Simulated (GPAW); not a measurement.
## C/Au(110) in an electric field

Aim: the dipole that a field along the normal induces in C/Au(110).

Method: GPAW, PAW setups; slab in vacuum, relaxation, in the first sound run; inputs show where later runs differ, in GPAW 26.7.0.

Report form: the programs' logs are mostly left out.

### Step 1. Set-up

The cell holds 6 atoms: 5 Au and 1 C. Cell: a = 4.080 Å, b = 2.885 Å, c = 20.270 Å, α = 90.0°, β = 90.0°, γ = 90.0°. Vacuum lies along c.

### Step 2. Relaxing the atoms

Forces are removed first; all later runs use this geometry. The lowest 2 atoms are held at bulk positions and keep their forces.

run.py

```python
import json
import numpy as np
from ase import Atoms
from ase.constraints import FixAtoms
from ase.optimize import BFGS
from gpaw import GPAW, PW

slab = Atoms(
    ['Au', 'Au', 'Au', 'Au', 'Au', 'C'],
    positions=[
        [0.00000, 0.00000, 7.00000],
        [2.04000, 1.44250, 8.44250],
        [0.00000, 0.00000, 9.88500],
        [2.04000, 1.44250, 11.32749],
        [0.00000, 0.00000, 12.76999],
        [2.04000, 1.44250, 13.26999]],
    cell=[[4.08, 0.0, 0.0], [0.0, 2.885, 0.0], [0.0, 0.0, 20.26999]],
    pbc=[True, True, False])

slab.calc = GPAW(mode=PW(500), xc='PBE', kpts={'size': (8, 11, 1), 'gamma': True},
                 occupations={'name': 'fermi-dirac', 'width': 0.1}, nbands='160%',
                 convergence={'density': 1e-05}, maxiter=200,
                 poissonsolver={'dipolelayer': 'xy'},
                 symmetry={'tolerance': 1e-3, 'extra_ids': [1, 1, 0, 0, 0, 0]}, txt='slab.txt')
result = {}
slab.set_constraint(FixAtoms([0, 1]))
path = []
opt = BFGS(slab, maxstep=0.2)
opt.attach(lambda: path.append((slab.get_potential_energy(), slab.positions.tolist(), slab.get_forces().tolist())))
result['relaxed'] = bool(opt.run(fmax=0.03, steps=40))
result['path'] = path
energy = slab.get_potential_energy()
fermi = slab.calc.get_fermi_level()
v = slab.calc.get_electrostatic_potential().mean((0, 1)) - fermi
n = slab.calc.get_pseudo_density().mean((0, 1))
L = slab.cell[2, 2]
z = np.arange(len(v)) * L / len(v)
low, high = slab.positions[:, 2].min(), slab.positions[:, 2].max()
below, above = np.interp([low - 4.8, high + 4.8], z, v)
slopes = [np.interp(x, z, np.gradient(v, z)) for x in (low - 4.8, high + 4.8)]
eps = np.array([[slab.calc.get_eigenvalues(k, s) for k in range(len(slab.calc.get_ibz_k_points()))]
                for s in range(slab.calc.get_number_of_spins())]) - fermi
top, bottom = eps[eps < 0].max(), eps[eps > 0].min()
dipole = slab.get_dipole_moment()[2]
print(f'energy {energy:.4f} eV, Fermi level {fermi:.4f} eV, dipole {dipole:.5f} e A')
print(f'potential 4.8 A off the faces, from the Fermi level: lower {below:.4f} eV, upper {above:.4f} eV')
print(f'slope of the potential there: lower {slopes[0]:.5f}, upper {slopes[1]:.5f} eV/A')
print(f'nearest levels on the mesh: {top:.4f} and {bottom:.4f} eV')
print('magnetic moment', round(slab.get_magnetic_moment(), 3))
result.update(energy=energy, fermi=fermi, dipole=dipole, below=below, above=above, slopes=slopes, edges=[top, bottom],
              z=z.tolist(), v=v.tolist(), n=n.tolist(), positions=slab.positions.tolist(),
              forces=slab.get_forces(apply_constraint=False).tolist(), moments=slab.get_magnetic_moments().tolist())
json.dump(result, open('result.json', 'w'))
```

On the command line:

```sh
$ OMP_NUM_THREADS=1 OPENBLAS_NUM_THREADS=1 python run.py
```

The job ended after 73 min (1 thread of Arm Neoverse V1, shared host; peak memory 0.39 GiB).

Relaxation path:

```tsv
step	energy less that of the first step (eV)	largest force (eV/Å)
1	0.0000	1.9553
2	-0.1044	1.2788
3	-0.1934	1.0393
4	-0.2285	0.8785
5	-0.2710	0.9683
6	-0.3337	1.1628
7	-0.4248	1.1660
8	-0.5102	1.0734
9	-0.5820	0.9170
10	-0.6226	0.4797
11	-0.6417	0.4235
12	-0.6479	0.3453
13	-0.6510	0.2890
14	-0.6609	0.1810
15	-0.6639	0.1371
16	-0.6650	0.1102
17	-0.6658	0.1198
18	-0.6675	0.1335
19	-0.6696	0.1127
20	-0.6709	0.0575
21	-0.6713	0.0099
```

The atoms that moved most (Å):

```tsv
atom	dx	dy	dz	length
Au5	0.000	0.000	1.095	1.095
C6	0.000	0.000	0.321	0.321
Au4	0.000	0.000	0.203	0.203
Au3	0.000	0.000	0.116	0.116
```

Final coordinates:

```xyz
6
Lattice="4.0800 0.0000 0.0000 0.0000 2.8850 0.0000 0.0000 0.0000 20.2700" Properties=species:S:1:pos:R:3
Au    0.0000    0.0000    7.0000
Au    2.0400    1.4425    8.4425
Au    0.0000    0.0000   10.0009
Au    2.0400    1.4425   11.5301
Au    0.0000    0.0000   13.8650
C     2.0400    1.4425   13.5913
```

Numbers from this step:

| Quantity | Value |
| --- | --- |
| dipole along the normal | -0.03024 e·Å |
| levels nearest the Fermi level on the mesh | -0.01963, 0.01077 eV from the Fermi level |
| upper work function | 5.586 eV |
| lower work function | 5.124 eV |

The electrostatic potential energy of an electron (without an applied field's), less the Fermi level, planar mean oscillates, so the rows of the table below give means over windows of 1.54 Å about each position, cut where the curve ends. Its maxima inside the range that stand out by 2 % of the span (Å: eV): 7.7: -5.83, 9.3: -4.51, 10.8: -5.09, 12.6: 1.62. Its minima: 7.0: -12.7, 8.4: -13.2, 10.0: -13.2, 11.5: -12.9, 13.7: -20.0.

Electrostatic potential energy of an electron (without an applied field's), less the Fermi level, planar mean against z; means over each step:

z (Å), electrostatic potential energy of an electron (without an applied field's), less the Fermi level, planar mean (eV) and a bar from the least value:
```
     0.77        5.2 #############################
     2.31        5.1 #############################
     3.85        5.1 #############################
     5.39        4.2 ###########################
     6.93       -7.6 ###
     8.47       -9.0 
    10.01       -8.9 
    11.55       -8.0 ##
    13.09       -6.7 #####
    14.63       -2.7 #############
    16.17        5.5 ##############################
    17.71        5.6 ##############################
    19.25        5.6 ##############################
```

The pseudo valence density, planar mean oscillates, so the rows of the table below give means over windows of 1.54 Å about each position, cut where the curve ends. Its maxima inside the range that stand out by 2 % of the span (Å: e/Å³): 6.9: 0.803, 8.5: 0.831, 10.0: 0.829, 11.6: 0.804, 13.9: 0.996. Its minima: 7.7: 0.488, 9.3: 0.433, 10.8: 0.439, 12.5: 0.207.

The pseudo valence density, planar mean by z; means over each step:

```tsv
z (Å)	pseudo valence density, planar mean (e/Å³)
2.31	7.9e-6
3.85	5.3e-4
5.39	0.0433
6.93	0.557
8.47	0.618
10.01	0.605
11.55	0.558
13.09	0.498
14.63	0.369
16.17	0.00594
17.71	6.2e-5
```

The relaxation lowered the energy of the cell by 0.671 eV (energies extrapolated to zero smearing; the optimiser's log prints free energies). The largest force left on a free atom is 0.0099 eV/Å.

### Step 3. The slab's potential

With the geometry fixed, the planar mean of the potential gives the vacuum level on each side.

This step: GPAW, PAW setups; slab in vacuum (GPAW 26.7.0).

Changes to run.py since step 2:

```diff
@@ -3,4 +3,2 @@
 from ase import Atoms
-from ase.constraints import FixAtoms
-from ase.optimize import BFGS
 from gpaw import GPAW, PW
@@ -12,6 +10,6 @@
         [2.04000, 1.44250, 8.44250],
-        [0.00000, 0.00000, 9.88500],
-        [2.04000, 1.44250, 11.32749],
-        [0.00000, 0.00000, 12.76999],
-        [2.04000, 1.44250, 13.26999]],
+        [0.00000, 0.00000, 10.00087],
+        [2.04000, 1.44250, 11.53014],
+        [0.00000, -0.00000, 13.86500],
+        [2.04000, 1.44250, 13.59126]],
     cell=[[4.08, 0.0, 0.0], [0.0, 2.885, 0.0], [0.0, 0.0, 20.26999]],
@@ -23,10 +21,4 @@
                  poissonsolver={'dipolelayer': 'xy'},
-                 symmetry={'tolerance': 1e-3, 'extra_ids': [1, 1, 0, 0, 0, 0]}, txt='slab.txt')
+                 symmetry={'tolerance': 1e-3}, txt='slab.txt')
 result = {}
-slab.set_constraint(FixAtoms([0, 1]))
-path = []
-opt = BFGS(slab, maxstep=0.2)
-opt.attach(lambda: path.append((slab.get_potential_energy(), slab.positions.tolist(), slab.get_forces().tolist())))
-result['relaxed'] = bool(opt.run(fmax=0.03, steps=40))
-result['path'] = path
 energy = slab.get_potential_energy()
```

Wall time 5.7 min (1 thread); peak memory 0.38 GiB.

Numbers from this step:

| Item | Value |
| --- | --- |
| dipole along the normal | -0.03029 e·Å |
| levels nearest the Fermi level on the mesh | -0.01957, 0.01084 eV from the Fermi level |

The electrostatic potential energy of an electron (without an applied field's), less the Fermi level, planar mean oscillates, so the rows of the table below give means over windows of 1.54 Å about each position, cut where the curve ends. Its maxima inside the range that stand out by 2 % of the span (Å: eV): 7.7: -5.83, 9.3: -4.51, 10.8: -5.09, 12.6: 1.62. Its minima: 7.0: -12.7, 8.4: -13.2, 10.0: -13.2, 11.5: -12.9, 13.7: -20.0.

Table of electrostatic potential energy of an electron (without an applied field's), less the Fermi level, planar mean by z; means over each step:

z (Å), electrostatic potential energy of an electron (without an applied field's), less the Fermi level, planar mean (eV) and a bar from the least value:
```
     0.77        5.2 #############################
     2.31        5.1 #############################
     3.85        5.1 #############################
     5.39        4.2 ###########################
     6.93       -7.6 ###
     8.47       -9.0 
    10.01       -8.9 
    11.55       -8.0 ##
    13.09       -6.7 #####
    14.63       -2.7 #############
    16.17        5.5 ##############################
    17.71        5.6 ##############################
    19.25        5.6 ##############################
```

The pseudo valence density, planar mean oscillates, so the rows of the table below give means over windows of 1.54 Å about each position, cut where the curve ends. Its maxima inside the range that stand out by 2 % of the span (Å: e/Å³): 6.9: 0.803, 8.5: 0.831, 10.0: 0.829, 11.6: 0.804, 13.9: 0.996. Its minima: 7.7: 0.488, 9.3: 0.433, 10.8: 0.439, 12.5: 0.207.

Table of pseudo valence density, planar mean by z; means over each step:

```tsv
z (Å)	pseudo valence density, planar mean (e/Å³)
2.31	8.0e-6
3.85	5.3e-4
5.39	0.0433
6.93	0.557
8.47	0.618
10.01	0.605
11.55	0.558
13.09	0.498
14.63	0.369
16.17	0.00594
17.71	6.2e-5
```

The potential is flat to 1.9e-4 eV/Å where it is read, so the vacuum is wide enough.

### Step 4. In a field

A uniform field along the normal polarises the slab; the atoms stay fixed, so this is the electronic response alone.

Changes to run.py since step 3:

```diff
@@ -4,2 +4,3 @@
 from gpaw import GPAW, PW
+from gpaw.external import ConstantElectricField
 
@@ -21,2 +22,3 @@
                  poissonsolver={'dipolelayer': 'xy'},
+                 external=ConstantElectricField(-0.2, [0, 0, 1]),
                  symmetry={'tolerance': 1e-3}, txt='slab.txt')
```

Wall time 6.2 min (1 thread); peak memory 0.51 GiB.

Numbers from this step:

```yaml
dipole_along_the_normal: -0.1519 e·Å
levels_nearest_the_fermi_level_on_the_mesh: -0.02453, 0.002262 eV from the Fermi level
potential_below_the_slab_the_applied_field_s_own_ramp_left_out: 4.240 eV from the Fermi level
potential_above_the_slab_the_applied_field_s_own_ramp_left_out: 6.575 eV from the Fermi level
```

Table of electrostatic potential energy of an electron (without an applied field's), less the Fermi level, planar mean by z:

```tsv
z (Å)	electrostatic potential energy of an electron (without an applied field's), less the Fermi level, planar mean (eV)
0.0	5.41
0.5	4.24
1.0	4.24
1.5	4.24
2.0	4.24
2.5	4.24
3.0	4.24
3.5	4.24
4.0	4.23
4.5	4.21
5.0	4.10
5.5	3.67
6.0	1.79
6.5	-5.31
7.0	-13.2
7.5	-7.80
8.0	-8.62
8.5	-13.4
9.0	-6.21
9.5	-6.90
10.0	-13.2
10.5	-7.08
11.0	-6.47
11.5	-12.6
12.0	-5.34
12.5	1.72
13.0	-0.744
13.5	-15.9
14.0	-14.7
14.5	-1.37
15.0	4.74
15.5	6.16
16.0	6.48
16.5	6.55
17.0	6.57
17.5	6.57
18.0	6.57
18.5	6.58
19.0	6.58
19.5	6.58
20.0	6.26
```

The dipole is now -0.152 e Å, against -0.030 in the run without a field.

### Step 5. Field on

Changes to run.py since step 4:

```diff
@@ -22,3 +22,3 @@
                  poissonsolver={'dipolelayer': 'xy'},
-                 external=ConstantElectricField(-0.2, [0, 0, 1]),
+                 external=ConstantElectricField(-0.1, [0, 0, 1]),
                  symmetry={'tolerance': 1e-3}, txt='slab.txt')
```

Elapsed: 7.1 min, on 1 thread; peak memory 0.51 GiB.

This step gave:

```yaml
dipole_along_the_normal: -0.09101 e·Å
levels_nearest_the_fermi_level_on_the_mesh: -0.02200, 0.006587 eV from the Fermi level
potential_below_the_slab_the_applied_field_s_own_ramp_left_out: 4.681 eV from the Fermi level
potential_above_the_slab_the_applied_field_s_own_ramp_left_out: 6.080 eV from the Fermi level
```

The electrostatic potential energy of an electron (without an applied field's), less the Fermi level, planar mean oscillates, so the rows of the table below give means over windows of 1.54 Å about each position, cut where the curve ends. Its maxima inside the range that stand out by 2 % of the span (Å: eV): 7.7: -6.06, 9.3: -4.60, 10.8: -5.02, 12.6: 1.87. Its minima: 7.0: -13.0, 8.4: -13.3, 10.0: -13.2, 11.5: -12.7, 13.7: -19.6.

The electrostatic potential energy of an electron (without an applied field's), less the Fermi level, planar mean by z; means over each step:

z (Å), electrostatic potential energy of an electron (without an applied field's), less the Fermi level, planar mean (eV) and a bar from the least value:
```
     0.77        4.8 ###########################
     2.31        4.7 ###########################
     3.85        4.7 ###########################
     5.39        3.8 ##########################
     6.93       -7.9 ##
     8.47       -9.2 
    10.01       -8.9 
    11.55       -7.9 ###
    13.09       -6.4 #####
    14.63       -2.3 ##############
    16.17        6.0 ##############################
    17.71        6.1 ##############################
    19.25        6.1 ##############################
```

The dipole is now -0.0910 e Å, against -0.030 in the run without a field.

### Step 6. Field on

Changes to run.py since step 5:

```diff
@@ -22,3 +22,3 @@
                  poissonsolver={'dipolelayer': 'xy'},
-                 external=ConstantElectricField(-0.1, [0, 0, 1]),
+                 external=ConstantElectricField(-0.05, [0, 0, 1]),
                  symmetry={'tolerance': 1e-3}, txt='slab.txt')
```

Wall time 6.8 min (1 thread); peak memory 0.51 GiB.

The electrostatic potential energy of an electron (without an applied field's), less the Fermi level, planar mean oscillates, so the rows of the table below give means over windows of 1.54 Å about each position, cut where the curve ends. Its maxima inside the range that stand out by 2 % of the span (Å: eV): 7.7: -5.94, 9.3: -4.55, 10.8: -5.06, 12.6: 1.75. Its minima: 7.0: -12.8, 8.4: -13.2, 10.0: -13.2, 11.5: -12.8, 13.7: -19.8.

Electrostatic potential energy of an electron (without an applied field's), less the Fermi level, planar mean against z; means over each step:

```tsv
z (Å)	electrostatic potential energy of an electron (without an applied field's), less the Fermi level, planar mean (eV)
0.77	4.96
2.31	4.90
3.85	4.89
5.39	4.01
6.93	-7.79
8.47	-9.07
10.01	-8.91
11.55	-7.95
13.09	-6.56
14.63	-2.50
16.17	5.72
17.71	5.83
19.25	5.82
```

### Step 7. In a field

Changes to run.py since step 6:

```diff
@@ -22,3 +22,3 @@
                  poissonsolver={'dipolelayer': 'xy'},
-                 external=ConstantElectricField(-0.05, [0, 0, 1]),
+                 external=ConstantElectricField(0.05, [0, 0, 1]),
                  symmetry={'tolerance': 1e-3}, txt='slab.txt')
```

Wall time 7 min (1 thread); peak memory 0.52 GiB.

### Step 8. In a field

Changes to run.py since step 7:

```diff
@@ -22,3 +22,3 @@
                  poissonsolver={'dipolelayer': 'xy'},
-                 external=ConstantElectricField(0.05, [0, 0, 1]),
+                 external=ConstantElectricField(0.1, [0, 0, 1]),
                  symmetry={'tolerance': 1e-3}, txt='slab.txt')
```

It took 6.2 min on 1 thread; peak memory 0.51 GiB.

The dipole is now 0.0308 e Å, against -0.030 in the run without a field.

### Step 9. Field on

Changes to run.py since step 8:

```diff
@@ -22,3 +22,3 @@
                  poissonsolver={'dipolelayer': 'xy'},
-                 external=ConstantElectricField(0.1, [0, 0, 1]),
+                 external=ConstantElectricField(0.2, [0, 0, 1]),
                  symmetry={'tolerance': 1e-3}, txt='slab.txt')
```

Run time: 8.4 min. Hardware: 1 thread; peak memory 0.52 GiB.

The electrostatic potential energy of an electron (without an applied field's), less the Fermi level, planar mean oscillates, so the rows of the table below give means over windows of 1.54 Å about each position, cut where the curve ends. Its maxima inside the range that stand out by 2 % of the span (Å: eV): 1.1: 6.01, 7.7: -5.35, 9.3: -4.34, 10.8: -5.23, 12.6: 1.13. Its minima: 7.0: -12.0, 8.4: -12.8, 10.0: -13.2, 11.5: -13.2, 13.7: -20.7.

Table of electrostatic potential energy of an electron (without an applied field's), less the Fermi level, planar mean by z; means over each step:

```tsv
z (Å)	electrostatic potential energy of an electron (without an applied field's), less the Fermi level, planar mean (eV)
0.77	5.93
2.31	6.01
3.85	6.00
5.39	5.07
6.93	-7.00
8.47	-8.66
10.01	-8.88
11.55	-8.30
13.09	-7.29
14.63	-3.58
16.17	4.50
17.71	4.60
19.25	4.62
```

The dipole is now 0.0918 e Å, against -0.030 in the run without a field.

### Step 10. Field on

Changes to run.py since step 9:

```diff
@@ -22,3 +22,3 @@
                  poissonsolver={'dipolelayer': 'xy'},
-                 external=ConstantElectricField(0.2, [0, 0, 1]),
+                 external=ConstantElectricField(0.3, [0, 0, 1]),
                  symmetry={'tolerance': 1e-3}, txt='slab.txt')
```

Elapsed: 9.3 min, on 1 thread; peak memory 0.51 GiB.

Table of electrostatic potential energy of an electron (without an applied field's), less the Fermi level, planar mean by z:

z (Å), electrostatic potential energy of an electron (without an applied field's), less the Fermi level, planar mean (eV) and a bar from the least value:
```
      0.0        5.3 #############################
      0.5        6.5 ##############################
      1.0        6.5 ##############################
      1.5        6.5 ##############################
      2.0        6.5 ##############################
      2.5        6.5 ##############################
      3.0        6.5 ##############################
      3.5        6.5 ##############################
      4.0        6.5 ##############################
      4.5        6.4 ##############################
      5.0        6.3 ##############################
      5.5        5.8 #############################
      6.0        3.8 ###########################
      6.5       -3.5 ##################
      7.0      -11.6 #######
      7.5       -6.5 ##############
      8.0       -7.6 ############
      8.5      -12.6 ######
      9.0       -5.6 ###############
      9.5       -6.6 ##############
     10.0      -13.1 ######
     10.5       -7.3 #############
     11.0       -6.9 #############
     11.5      -13.3 #####
     12.0       -6.3 ##############
     12.5        0.6 #######################
     13.0       -2.2 ###################
     13.5      -17.6 
     14.0      -16.7 #
     14.5       -3.5 ##################
     15.0        2.4 #########################
     15.5        3.8 ###########################
     16.0        4.0 ###########################
     16.5        4.1 ###########################
     17.0        4.1 ###########################
     17.5        4.1 ###########################
     18.0        4.1 ###########################
     18.5        4.1 ###########################
     19.0        4.1 ###########################
     19.5        4.1 ###########################
     20.0        4.4 ###########################
```

The dipole is now 0.153 e Å, against -0.030 in the run without a field.

### Step 11. The series

The members are put on one axis.

This step: induced dipole against applied field (GPAW 26.7.0).

The dipole along the normal by field:

```tsv
field (V/Å)	dipole along the normal (e·Å)
-0.200	-0.152
-0.100	-0.0910
-0.050	-0.0606
0.000	-0.0303
0.050	4.1e-4
0.100	0.0308
0.200	0.0918
0.300	0.153
```

### Step 12. Outcome

- work function, upper and lower face: 5.586 and 5.124 eV
- dipole along the normal: -0.0303 e Å
- induced dipole per field: 0.610 e Å per V/Å
- out-of-plane polarisability per area, α/(ε0 A): 9.37 Å

**Reading.** The field induces 0.610 e Å per V/Å, a polarisable thickness α/(ε0 A) of 9.37 Å beside 6.86 Å between the outermost nuclei. A perfect conductor would give the distance between its two image planes; a dielectric of thickness t gives t(1 - 1/ε). The two faces differ by 0.46 eV, the step that the slab's dipole makes (e p/(ε0 A) gives 0.47 eV), so the dipole layer is needed. The induced dipole is linear in the field over this range. The cell of 11.8 Å² holds one C, started on one chosen site; other sites and coverages weren't tried. The in-plane lattice was kept as typed, which isn't the functional's own and leaves some strain; spin-orbit coupling and temperature are left out.

[Logs are printed without paths, hosts, clocks, repeated set-up lines and the standing remarks that a program may print on its own settings, such as how far it seeks lower states.]

[Hosts, paths, dates, database ids (printed as entryN), source tags and the programs' standing remarks are cut or masked in the printed files.]
